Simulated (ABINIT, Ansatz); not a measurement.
# How the form of the self-energy moves the gap of BiOCl (P4/nmm)

Aim: compare treatments of exchange, screening and correlation for the gap of BiOCl (P4/nmm).

Method: PBEsol and many-body steps on it, plane waves, in ABINIT 10.8.3.

**Experimental background.**

- Gap 3.36 eV: optical gap from Kubelka-Munk/Tauc analysis; UV-vis diffuse reflectance; powder (solvothermal hierarchical microspheres made without additive) (“Hydrothermal Crystallization of Bismuth Oxychlorides (BiOCl) Using Different Shape Control Reagents”, 2021, pmc:8123882).

- Gap 3.44 eV: optical gap from Tauc plot; UV-vis diffuse reflectance; powder (hydrothermal powder) (“Synergistic Piezo-Photocatalysis of BiOCl/NaNbO3 Heterojunction Piezoelectric Composite for High-Efficient Organic Pollutant Degradation”, 2022, pmc:8839476).

## 1. Set-up

The structure is tetragonal, space group P4/nmm (No. 129). The conventional cell has a = 3.886 Å, b = 3.886 Å, c = 7.349 Å, α = 90.00°, β = 90.00°, γ = 90.00°. Bi has 4 O at 2.31 Å and 4 Cl at 3.06 Å nearest. Nearest to Cl lie 4 Bi at 3.06 Å. Nearest to O lie 4 Bi at 2.31 Å. Farther neighbours and most contacts between anions are not listed.

Coordinates:

```cif
data_structure
_symmetry_space_group_name_H-M 'P4/nmm:1'
_symmetry_Int_Tables_number 129
_cell_length_a 3.8855
_cell_length_b 3.8855
_cell_length_c 7.3489
_cell_angle_alpha 90.000
_cell_angle_beta 90.000
_cell_angle_gamma 90.000
_cell_volume 110.95
loop_
_atom_site_label
_atom_site_type_symbol
_atom_site_symmetry_multiplicity
_atom_site_Wyckoff_symbol
_atom_site_fract_x
_atom_site_fract_y
_atom_site_fract_z
_atom_site_occupancy
Bi1 Bi 2 c 0.50000 0.00000 0.32904 1
Cl1 Cl 2 c 0.00000 0.50000 0.14720 1
O1 O 2 b 0.00000 0.00000 0.50000 1
```

The cell and positions come from the Crystallography Open Database and are kept as given unless a step says otherwise. Spin-orbit coupling is left out unless a step names it.

## 2. Empty states on the mesh, 4×4×2 mesh, 360 bands

This step: ABINIT 10.8.3; DFT, PBEsol, plane waves, norm-conserving pseudopotentials.

The sums over transitions need many empty states on a uniform mesh; this step solves for them.

run.abi

```
acell 3*1.0 Angstrom
rprim 
  3.885510000000 0.000000000000 0.000000000000
  0.000000000000 3.885510000000 0.000000000000
  0.000000000000 0.000000000000 7.348900000000
ntypat 3
znucl 83 17 8
natom 6
typat 1 1 2 2 3 3
xred 
  0.500000000000 0.000000000000 0.329040000000
  0.000000000000 0.500000000000 0.670960000000
  0.000000000000 0.500000000000 0.147200000000
  0.500000000000 0.000000000000 0.852800000000
  0.000000000000 0.000000000000 0.500000000000
  0.500000000000 0.500000000000 0.500000000000
pp_dirpath "pseudos"
pseudos "Bi.upf, Cl.upf, O.upf"
ecut 42
ngkpt 4 4 2
nshiftk 1
shiftk 0 0 0
kptopt 1
chksymbreak 0
iscf -2
irdden 1
istwfk *1
nband 360
nbdbuf 32
tolwfr 1e-09
nstep 60
prtvol 0
indata_prefix "in"
outdata_prefix "out"
tmpdata_prefix "tmp"
```

Run with:

```console
OMP_NUM_THREADS=1 mpirun -n 4 abinit run.abi > log
```

Numbers of over 12 decimals in the logs are rounded to 6 here.

Output:

```text
.Version 10.8.3 of ABINIT. v10.8.2 released Aug 2026.

 Symmetries : space group P4/n m m (#129); Bravais tP (primitive tetrag.)
[... echo of the input left out ...]
== DATASET  1 ==================================================================
-   mpi_nproc: 4, omp_nthreads: 1 (-1 if OMP is not activated)

--- !DatasetInfo
iteration_state: {dtset: 1, }
dimensions: {natom: 6, nkpt: 12, mband: 360, nsppol: 1, nspinor: 1, nspden: 1, mpw: 9764, }
cutoff_energies: {ecut:  42.0, pawecutdg:  -1.0, }
[...]
4.05963    4.05963    4.06215    4.08354    4.10475    4.10934    4.11413    4.11415
   4.11575    4.11577    4.14091    4.14112    4.16421    4.16965    4.17067    4.19439
 prteigrs : prtvol=0 or 1, do not print more k-points.

== END DATASET(S) ==============================================================
================================================================================

 -outvars: echo values of variables after computation  --------
            nband         360
             nkpt          12
          spgroup         129
 [... the other variables as echoed above ...]

 Calculation completed.
```

Run time: 9.2 min. Hardware: 4 MPI ranks of AMD EPYC 9R45, shared host; peak memory 1.1 GiB.

Numbers from this step:

| Property | Result |
| --- | --- |
| gap | 2.623 eV |
| k of the valence top | 0.5, 0, 0.5 |
| k of the conduction bottom | 0, 0, 0.5 |
| least direct gap | 2.927 eV |
| k points computed | 12 |
| lowest point of the top converged band, above the valence top | 99.5387 eV |

On this mesh the gap is 2.623 eV.

The density comes from a self-consistent run that is not shown.

## 3. Screening, 4×4×2 mesh, 155 bands, screening to 141.5 eV

The RPA dielectric matrix is built and inverted for each q.

This step: RPA screening on PBEsol, plane waves, norm-conserving pseudopotentials.

run.abi, as its differences from that of step 2:

```diff
@@ -24,10 +24,11 @@
 chksymbreak 0
-iscf -2
-irdden 1
 istwfk *1
-nband 360
-nbdbuf 32
-tolwfr 1e-09
-nstep 60
-prtvol 0
+occopt 1
+irdwfk 1
+optdriver 3
+nband 155
+ecuteps 5.2
+inclvkb 2
+awtr 1
+symchi 1
 indata_prefix "in"
```

Output:

```text
.Version 10.8.3 of ABINIT. v10.8.2 released Aug 2026.

 Symmetries : space group P4/n m m (#129); Bravais tP (primitive tetrag.)
[... echo of the input left out ...]
== DATASET  1 ==================================================================
-   mpi_nproc: 4, omp_nthreads: 1 (-1 if OMP is not activated)

--- !DatasetInfo
iteration_state: {dtset: 1, }
dimensions: {natom: 6, nkpt: 12, mband: 155, nsppol: 1, nspinor: 1, nspden: 1, mpw: 9764, }
cutoff_energies: {ecut:  42.0, pawecutdg:  -1.0, }
electrons: {nelect:   7.20000000E+01, charge:   0.00000000E+00, occopt:   1.00000000E+00, tsmear:   1.00000000E-02, }

 SCREENING: Calculation of the susceptibility and dielectric matrices

 Based on a program developped by R.W. Godby, V. Olevano, G. Onida, and L. Reining.
 Incorporated in ABINIT by V. Olevano, G.-M. Rignanese, and M. Torrent.
.Using double precision arithmetic ; gwpc =  8

[... cell and pseudopotentials left out ...]
--------------------------------------------------------------------------------

 ==== K-mesh for the wavefunctions ====
 Number of points in the irreducible wedge :    12
[... list of points left out ...]
 Together with 16 symmetry operations and time-reversal symmetry
 yields    32 points in the full Brillouin Zone.

 ==== Q-mesh for the screening function ====
 Number of points in the irreducible wedge :    12
[... list of points left out ...]
 Together with 16 symmetry operations and time-reversal symmetry
 yields    32 points in the full Brillouin Zone.

 setmesh: FFT mesh size selected  =    30x   30x   60
          total number of points  =        54000

 vcoul_init : cutoff-mode = AUXILIARY_FUNCTION
 q-points for optical limit:   1
     1)      0.000010    0.000020    0.000030

- screening: taking advantage of time-reversal symmetry
- Maximum band index for partially occupied states nbvw = 36
- Remaining bands to be divided among processors   nbcw = 119
- Number of bands treated by each node ~29

 Number of electrons calculated from density =   72.0000; Expected =   72.0000
 average of density, n =  0.096165
 r_s =    1.3540
 omega_plasma =   29.9133 [eV]

 calculating chi0 at frequencies [eV] :
  1    0.000000E+00    0.000000E+00
  2    0.000000E+00    2.991330E+01

--------------------------------------------------------------------------------
  q-point number  1        q = ( 0.000000, 0.000000, 0.000000) [r.l.u.]
--------------------------------------------------------------------------------
[... chi0 elements left out ...]
 For q-point:  0.000010 0.000020 0.000030
  dielectric constant =   6.0281
  dielectric constant without local fields =   6.9017

  Average fulfillment of the sum rule on Im[epsilon] for q-point    1 :     61.94  [%]
[... wings left out ...]
  q-point number  2        q = ( 0.250000, 0.000000, 0.000000) [r.l.u.]
--------------------------------------------------------------------------------
[... chi0 elements left out ...]
  Average fulfillment of the sum rule on Im[epsilon] for q-point    2 :     70.50  [%]

 [... 10 further q-points ...]
```

It took 2.9 min on 4 MPI ranks; peak memory 3.6 GiB; 12 min of CPU time.

This step gave:

```yaml
eps_infinity_with_local_fields_on_this_mesh_along_the_program_s_q_direction: 6.028
the_same_without_local_fields: 6.902
plasma_frequency: 29.91 eV
plane_waves_in_the_screening_matrix: 427
```

Local fields lower ε∞ by 13 %. On a Γ-centred mesh this coarse the value itself is usually too large, while a short band sum pulls it down.

## 4. G0W0, Godby-Needs plasmon pole

The self-energy is evaluated for the states that the input lists, and the levels follow from it, in one-shot runs by the linearised quasiparticle equation.

This step: G0W0 on PBEsol, plane waves, norm-conserving pseudopotentials.

run.abi, as its differences from that of step 3:

```diff
@@ -27,8 +27,19 @@
 irdwfk 1
-optdriver 3
+optdriver 4
 nband 155
+gwcalctyp 0
+ecutsigx 42
+symsigma 1
+nkptgw 3
+kptgw 
+  0.5000000000 0.0000000000 0.5000000000
+  0.0000000000 0.0000000000 0.5000000000
+  0.0000000000 0.0000000000 0.0000000000
+bdgw 
+  35 38
+  35 38
+  35 38
 ecuteps 5.2
-inclvkb 2
-awtr 1
-symchi 1
+irdscr 1
+ppmodel 1
 indata_prefix "in"
```

Output:

```text
.Version 10.8.3 of ABINIT. v10.8.2 released Aug 2026.

 Symmetries : space group P4/n m m (#129); Bravais tP (primitive tetrag.)
[... echo of the input left out ...]
== DATASET  1 ==================================================================
-   mpi_nproc: 4, omp_nthreads: 1 (-1 if OMP is not activated)

--- !DatasetInfo
iteration_state: {dtset: 1, }
dimensions: {natom: 6, nkpt: 12, mband: 155, nsppol: 1, nspinor: 1, nspden: 1, mpw: 9764, }
cutoff_energies: {ecut:  42.0, pawecutdg:  -1.0, }
electrons: {nelect:   7.20000000E+01, charge:   0.00000000E+00, occopt:   1.00000000E+00, tsmear:   1.00000000E-02, }

 SIGMA: Calculation of the GW corrections

 Based on a program developped by R.W. Godby, V. Olevano, G. Onida, and L. Reining.
 Incorporated in ABINIT by V. Olevano, G.-M. Rignanese, and M. Torrent.
.Using double precision arithmetic ; gwpc =  8

[... cell and pseudopotentials left out ...]
--------------------------------------------------------------------------------

 ==== K-mesh for the wavefunctions ====
 Number of points in the irreducible wedge :    12
[... list of points left out ...]
 Together with 16 symmetry operations and time-reversal symmetry
 yields    32 points in the full Brillouin Zone.

 ==== Q-mesh for screening function ====
 Number of points in the irreducible wedge :    12
[... list of points left out ...]
 Together with 16 symmetry operations and time-reversal symmetry
 yields    32 points in the full Brillouin Zone.

 vcoul_init : cutoff-mode = AUXILIARY_FUNCTION
 q-points for optical limit:   1
     1)      0.000010    0.000020    0.000030
 setmesh: FFT mesh size selected  =    48x   48x   90
          total number of points  =       207360

 Number of electrons calculated from density =   72.0000; Expected =   72.0000
 average of density, n =  0.096165
 r_s =    1.3540
 omega_plasma =   29.9133 [eV]

 === KS Band Gaps ===
  >>>> For spin  1
   Minimum direct gap =   2.9274 [eV], located at k-point      :   0.0000  0.0000  0.5000
   Fundamental gap    =   2.6228 [eV], Top of valence bands at :   0.5000  0.0000  0.5000
                                       Bottom of conduction at :   0.0000  0.0000  0.5000
 SIGMA fundamental parameters:
 PLASMON POLE MODEL  1
 number of plane-waves for SigmaX                 9725
 number of plane-waves for SigmaC and W            427
 number of plane-waves for wavefunctions          9725
 number of bands                                   155
 number of independent spin polarizations            1
 number of spinorial components                      1
 number of k-points in IBZ                          12
 number of q-points in IBZ                          12
 number of symmetry operations                      16
 number of k-points in BZ                           32
 number of q-points in BZ                           32
 number of frequencies for dSigma/dE                 9
 frequency step for dSigma/dE [eV]                0.25
 number of omega for Sigma on real axis              0
 max omega for Sigma on real axis  [eV]           0.00
 zcut for avoiding poles [eV]                     0.10

 EPSILON^-1 parameters (SCR file):
 dimension of the eps^-1 matrix on file            427
 dimension of the eps^-1 matrix used               427
 number of plane-waves for wavefunctions          9725
 number of bands                                   155
 number of q-points in IBZ                          12
 number of frequencies                               2
 number of real frequencies                          1
 number of imag frequencies                          1

 matrix elements of self-energy operator (all in [eV])

 Perturbative Calculation

--- !SelfEnergy_ee
iteration_state: {dtset: 1, }
kpoint     : [   0.500,    0.000,    0.500, ]
spin       : 1
KS_gap     :    4.426
QP_gap     :    5.740
Delta_QP_KS:    1.315
data: !SigmaeeData |
     Band     E0 <VxcDFT>   SigX SigC(E0)      Z dSigC/dE  Sig(E)    E-E0       E
       35   5.725 -16.351 -19.782   2.915   0.793  -0.260 -16.760  -0.409   5.316
       36   5.725 -16.351 -19.782   2.915   0.793  -0.260 -16.760  -0.409   5.316
       37  10.150 -13.502  -9.296  -3.106   0.823  -0.216 -12.597   0.905  11.056
       38  10.150 -13.502  -9.296  -3.106   0.823  -0.216 -12.597   0.905  11.056

--- !SelfEnergy_ee
iteration_state: {dtset: 1, }
kpoint     : [   0.000,    0.000,    0.500, ]
spin       : 1
KS_gap     :    2.927
QP_gap     :    4.494
Delta_QP_KS:    1.567
data: !SigmaeeData |
     Band     E0 <VxcDFT>   SigX SigC(E0)      Z dSigC/dE  Sig(E)    E-E0       E
       35   5.417 -18.175 -22.230   3.912   0.776  -0.289 -18.286  -0.111   5.305
       36   5.420 -14.794 -18.665   2.839   0.800  -0.251 -15.619  -0.825   4.595
[...]
--- !SelfEnergy_ee
iteration_state: {dtset: 1, }
kpoint     : [   0.000,    0.000,    0.000, ]
spin       : 1
KS_gap     :    3.823
QP_gap     :    4.893
Delta_QP_KS:    1.070
data: !SigmaeeData |
     Band     E0 <VxcDFT>   SigX SigC(E0)      Z dSigC/dE  Sig(E)    E-E0       E
[...]
36   5.028 -16.715 -20.274   3.242   0.788  -0.269 -16.965  -0.249   4.779
       37   8.851 -13.262  -9.141  -3.133   0.831  -0.204 -12.441   0.821   9.672
       38   9.553 -13.220  -9.111  -3.094   0.828  -0.208 -12.380   0.840  10.393

== END DATASET(S) ==============================================================
================================================================================

 -outvars: echo values of variables after computation  --------
           etotal      0.0000000000E+00
            nband         155
             nkpt          12
          spgroup         129
 [... the other variables as echoed above ...]

 Calculation completed.
```

Wall time 45 s (4 MPI ranks); peak memory 2.9 GiB.

This step gave:

| Item | Value |
| --- | --- |
| G0W0 gap on the points computed | 3.773 eV |
| starting gap on the mesh | 2.623 eV |
| k of the valence top | 0.5, 0, 0.5 |
| k of the conduction bottom | 0, 0, 0.5 |
| Z at the valence top | 0.793 |
| Z at the conduction bottom | 0.834 |
| least direct G0W0 gap on the computed points | 3.784 eV |

The gap on the mesh goes from 2.62 eV to 3.77 eV, a correction of +1.15 eV.

## 5. G0W0, von der Linden-Horsch plasmon pole

run.abi, as its differences from that of step 4:

```diff
@@ -43,3 +43,3 @@
 irdscr 1
-ppmodel 1
+ppmodel 3
 indata_prefix "in"
```

Output:

```text
.Version 10.8.3 of ABINIT. v10.8.2 released Aug 2026.

 Symmetries : space group P4/n m m (#129); Bravais tP (primitive tetrag.)
[... echo of the input left out ...]
== DATASET  1 ==================================================================
-   mpi_nproc: 4, omp_nthreads: 1 (-1 if OMP is not activated)

--- !DatasetInfo
iteration_state: {dtset: 1, }
dimensions: {natom: 6, nkpt: 12, mband: 155, nsppol: 1, nspinor: 1, nspden: 1, mpw: 9764, }
cutoff_energies: {ecut:  42.0, pawecutdg:  -1.0, }
electrons: {nelect:   7.20000000E+01, charge:   0.00000000E+00, occopt:   1.00000000E+00, tsmear:   1.00000000E-02, }

 SIGMA: Calculation of the GW corrections

 Based on a program developped by R.W. Godby, V. Olevano, G. Onida, and L. Reining.
 Incorporated in ABINIT by V. Olevano, G.-M. Rignanese, and M. Torrent.
.Using double precision arithmetic ; gwpc =  8

[... cell and pseudopotentials left out ...]
--------------------------------------------------------------------------------

 ==== K-mesh for the wavefunctions ====
 Number of points in the irreducible wedge :    12
[... list of points left out ...]
 Together with 16 symmetry operations and time-reversal symmetry
 yields    32 points in the full Brillouin Zone.

 ==== Q-mesh for screening function ====
 Number of points in the irreducible wedge :    12
[... list of points left out ...]
 Together with 16 symmetry operations and time-reversal symmetry
 yields    32 points in the full Brillouin Zone.

 vcoul_init : cutoff-mode = AUXILIARY_FUNCTION
 q-points for optical limit:   1
     1)      0.000010    0.000020    0.000030
 setmesh: FFT mesh size selected  =    48x   48x   90
          total number of points  =       207360

 Number of electrons calculated from density =   72.0000; Expected =   72.0000
[...]
number of plane-waves for wavefunctions          9725
 number of bands                                   155
 number of q-points in IBZ                          12
 number of frequencies                               2
 number of real frequencies                          1
 number of imag frequencies                          1

 matrix elements of self-energy operator (all in [eV])

 Perturbative Calculation

--- !SelfEnergy_ee
iteration_state: {dtset: 1, }
kpoint     : [   0.500,    0.000,    0.500, ]
spin       : 1
KS_gap     :    4.426
QP_gap     :    5.867
Delta_QP_KS:    1.441
data: !SigmaeeData |
     Band     E0 <VxcDFT>   SigX SigC(E0)      Z dSigC/dE  Sig(E)    E-E0       E
       35   5.725 -16.351 -19.782   2.636   0.861  -0.162 -17.035  -0.684   5.041
       36   5.725 -16.351 -19.782   2.636   0.861  -0.162 -17.035  -0.684   5.041
       37  10.150 -13.502  -9.296  -3.349   0.883  -0.133 -12.745   0.757  10.907
[...]
--- !SelfEnergy_ee
iteration_state: {dtset: 1, }
kpoint     : [   0.000,    0.000,    0.500, ]
spin       : 1
KS_gap     :    2.927
QP_gap     :    4.620
Delta_QP_KS:    1.693
data: !SigmaeeData |
     Band     E0 <VxcDFT>   SigX SigC(E0)      Z dSigC/dE  Sig(E)    E-E0       E
[...]
--- !SelfEnergy_ee
iteration_state: {dtset: 1, }
kpoint     : [   0.000,    0.000,    0.000, ]
spin       : 1
KS_gap     :    3.823
QP_gap     :    4.946
Delta_QP_KS:    1.123
data: !SigmaeeData |
     Band     E0 <VxcDFT>   SigX SigC(E0)      Z dSigC/dE  Sig(E)    E-E0       E
[...]
37   8.851 -13.262  -9.141  -3.432   0.888  -0.126 -12.650   0.612   9.463
       38   9.553 -13.220  -9.111  -3.372   0.887  -0.128 -12.567   0.653  10.206

== END DATASET(S) ==============================================================
================================================================================

 -outvars: echo values of variables after computation  --------
           etotal      0.0000000000E+00
            nband         155
             nkpt          12
          spgroup         129
 [... the other variables as echoed above ...]

 Calculation completed.
```

Elapsed: 21 s, on 4 MPI ranks; peak memory 2.6 GiB; 85 s of CPU time.

This step gave:

```
G0W0 gap on the points computed              : 3.740 eV
starting gap on the mesh                     : 2.623 eV
k of the valence top                         : 0, 0, 0.5
k of the conduction bottom                   : 0, 0, 0.5
Z at the valence top                         : 0.852
Z at the conduction bottom                   : 0.891
least direct G0W0 gap on the computed points : 3.740 eV
```

Against G0W0 in ABINIT (4×4×2 mesh, 155 bands, screening to 141.5 eV, Godby-Needs plasmon pole), the gap moves by −0.033 eV.

[end of part 1 of 2]

[Paths, hosts, dates, memory and timing lines, banners, echoed tables and standing remarks are left out of the program output.]

[Logs are printed without paths, hosts, clocks, repeated set-up lines and the standing remarks that a program may print on its own settings, such as how far it seeks lower states.]

[Runs of the session that timed out or met a known fault of the program may be left out.]

[Hosts, paths, dates, database ids (printed as entryN), source tags and the programs' standing remarks are cut or masked in the printed files.]

[G0W0 gaps are taken among the corrected bands and points alone; a level outside them can change the order at an edge.]

[Where Ansatz stands beside ABINIT at settings called matched, ABINIT's density can come from a denser mesh and the files from another edition; pairs whose starting gaps differed by over 0.03 eV were left out, so agreement reads better than it is.]
